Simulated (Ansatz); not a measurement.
# MoSeS monolayer, Janus: from the cell to its phonons, part 3 of 3

How does MoSeS monolayer, Janus vibrate, and is this structure a minimum?

Ansatz 0.2.0; DFT PBEsol, scalar-relativistic, plane waves, PAW; PAW set soft_1.

So far, highest frequency on the path or at a solved wavevector (cm⁻¹): step 6 (the dispersion) 442.

**7. Isotope substitution, element Mo, natural mass 95.95 amu**

An isotope changes the mass and not the force constants, so no new electronic calculation is needed; the shifts show which modes move this element.

The same force constants with the mass of Mo changed from 95.950 to 99.907 u (phonopy, no LO-TO term). Both lists are sorted by frequency; levels can cross, so a row need not hold one and the same mode. Modes under 3 cm⁻¹ are left out. Isotope shifts, by row:

```
         q  rank  natural mass (cm⁻¹)  changed mass (cm⁻¹)
     0 0 0     4                  207                206.4
     0 0 0     5                  207                206.4
     0 0 0     6                  291                289.9
     0 0 0     7                354.8                352.1
     0 0 0     8                354.8                352.1
     0 0 0     9                442.1                439.2
0 0.1667 0     1                39.72                39.37
0 0.1667 0     2                68.11                67.52
0 0.1667 0     3                  108                  107
0 0.1667 0     4                213.8                213.1
0 0.1667 0     5                228.5                227.4
0 0.1667 0     6                282.4                281.2
0 0.1667 0     7                353.2                350.4
0 0.1667 0     8                359.1                356.4
0 0.1667 0     9                423.4                420.6
0 0.3333 0     1                109.6                108.7
0 0.3333 0     2                111.8                  111
0 0.3333 0     3                  172                170.7
0 0.3333 0     4                226.3                225.2
0 0.3333 0     5                246.5                244.8
0 0.3333 0     6                  277                275.4
0 0.3333 0     7                346.3                343.6
0 0.3333 0     8                358.1                355.9
0 0.3333 0     9                391.8                389.3
  0 -0.5 0     1                124.6                123.8
  0 -0.5 0     2                146.8                145.7
  0 -0.5 0     3                183.2                181.9
  0 -0.5 0     4                232.3                  231
  0 -0.5 0     5                246.4                244.7
  0 -0.5 0     6                281.2                278.8
  0 -0.5 0     7                342.2                339.6
  0 -0.5 0     8                354.1                352.6
  0 -0.5 0     9                381.7                379.4
```

A mode of this element alone would shift by -2.00 %. The highest zone-centre frequency without the field goes from 442.1 to 439.2 cm⁻¹ (-0.7 %). The product of the frequency ratios over all optical modes at Γ is 0.968; the product rule, (m/m′)^(3k/2) (M′/M)^(3/2) with k = 1 such atoms and M the mass of the cell, gives 0.968.

**8. Isotope substitution, element S, natural mass 32.06 amu**

The same for S, from 32.06 to 33.97 u.

The same force constants with the mass of S changed from 32.060 to 33.968 u (phonopy, no LO-TO term). Both lists are sorted by frequency; levels can cross, so a row need not hold one and the same mode. Modes under 3 cm⁻¹ are left out. Isotope shifts, by row:

| q | rank | natural mass (cm⁻¹) | changed mass (cm⁻¹) |
| --- | --- | --- | --- |
| 0 0 0 | 4 | 207 | 205.3 |
| 0 0 0 | 5 | 207 | 205.3 |
| 0 0 0 | 6 | 291 | 289.3 |
| 0 0 0 | 7 | 354.8 | 349.1 |
| 0 0 0 | 8 | 354.8 | 349.1 |
| 0 0 0 | 9 | 442.1 | 434 |
| 0 0.1667 0 | 1 | 39.72 | 39.52 |
| 0 0.1667 0 | 2 | 68.11 | 67.82 |
| 0 0.1667 0 | 3 | 108 | 107.6 |
| 0 0.1667 0 | 4 | 213.8 | 212 |
| 0 0.1667 0 | 5 | 228.5 | 226.7 |
| 0 0.1667 0 | 6 | 282.4 | 280.4 |
| 0 0.1667 0 | 7 | 353.2 | 347.5 |
| 0 0.1667 0 | 8 | 359.1 | 353.4 |
| 0 0.1667 0 | 9 | 423.4 | 415.6 |
| 0 0.3333 0 | 1 | 109.6 | 109.1 |
| 0 0.3333 0 | 2 | 111.8 | 111.4 |
| 0 0.3333 0 | 3 | 172 | 171.7 |
| 0 0.3333 0 | 4 | 226.3 | 224.2 |
| 0 0.3333 0 | 5 | 246.5 | 244.9 |
| 0 0.3333 0 | 6 | 277 | 274.7 |
| 0 0.3333 0 | 7 | 346.3 | 340.7 |
| 0 0.3333 0 | 8 | 358.1 | 351.7 |
| 0 0.3333 0 | 9 | 391.8 | 384.4 |
| 0 -0.5 0 | 1 | 124.6 | 124.2 |
| 0 -0.5 0 | 2 | 146.8 | 146.4 |
| 0 -0.5 0 | 3 | 183.2 | 182.9 |
| 0 -0.5 0 | 4 | 232.3 | 230.2 |
| 0 -0.5 0 | 5 | 246.4 | 244.8 |
| 0 -0.5 0 | 6 | 281.2 | 279.3 |
| 0 -0.5 0 | 7 | 342.2 | 336.6 |
| 0 -0.5 0 | 8 | 354.1 | 346.8 |
| 0 -0.5 0 | 9 | 381.7 | 374.4 |

A mode of this element alone would shift by -2.85 %. The highest zone-centre frequency without the field goes from 442.1 to 434.0 cm⁻¹ (-1.8 %). The product of the frequency ratios over all optical modes at Γ is 0.930; the product rule, (m/m′)^(3k/2) (M′/M)^(3/2) with k = 1 such atoms and M the mass of the cell, gives 0.930.

**9. Isotope substitution, element Se, natural mass 78.971 amu**

The same for Se, from 78.97 to 81.92 u.

A mode of this element alone would shift by -1.81 %. The highest zone-centre frequency without the field goes from 442.1 to 442.0 cm⁻¹ (-0.0 %). The product of the frequency ratios over all optical modes at Γ is 0.967; the product rule, (m/m′)^(3k/2) (M′/M)^(3/2) with k = 1 such atoms and M the mass of the cell, gives 0.967.

**10. What came out**

```json
{"space group after relaxation (within 0.01 Å)": "P3m1", "area per atom": "2.96 Å²", "gap on the k-mesh": "1.70 eV", "highest optical mode at the zone centre (no LO-TO term)": "442 cm⁻¹", "lowest optical zone-centre mode": "207 cm⁻¹", "largest Born charge (third of the trace)": "-1.05 e", "lowest mode on the q mesh (acoustic modes at Γ apart)": "39.7 cm⁻¹", "highest frequency on the path or at a solved wavevector": "442 cm⁻¹", "zero-point energy per atom": "46.0 meV", "heat capacity at 300 K": "21.9 J/(mol atoms K)", "vibrational entropy at 300 K": "25.3 J/(mol atoms K)", "imaginary modes on the 6×6×1 q mesh": "none"}
```

What this shows: The structure is a minimum as far as tested: no mode is imaginary at the 7 irreducible wavevectors of the 6×6×1 mesh, and the softest away from the acoustic zeros lies at 40 cm⁻¹. Without the field, the optical modes at Γ span 207 to 442 cm⁻¹. The highest mode in this list at Γ, 442.1 cm⁻¹, has its largest share on S (65 % of the kinetic energy). The strongest infrared line is at 355 cm⁻¹. Averaged over orientations, the strongest Raman line at 532 nm and 300 K is at 291 cm⁻¹. The tensors are the static, non-resonant ones, while 532 nm light (2.33 eV) lies above the computed gap. On the path and the mesh, the widest gap between branches runs from 291 to 342 cm⁻¹. In a sheet or slab the interpolated bending branch near Γ is rough, since the rotational sum rule isn't imposed. Dielectric tensors refer to the cell with its vacuum. The program warns that the interpolation holds no quadrupole term, so branches close to Γ can be off in this crystal. The PAW files were made for PBE and serve the other functionals too. The starting cell was built on a prototype and not taken from a measurement. These are harmonic frequencies at zero temperature: anharmonic shifts, linewidths and thermal expansion are left out.

[Logs are printed without paths, hosts, clocks, repeated set-up lines and the standing remarks that a program may print on its own settings, such as how far it seeks lower states.]

[Hosts, paths, dates, database ids (printed as entryN), source tags and the programs' standing remarks are cut or masked in the printed files.]
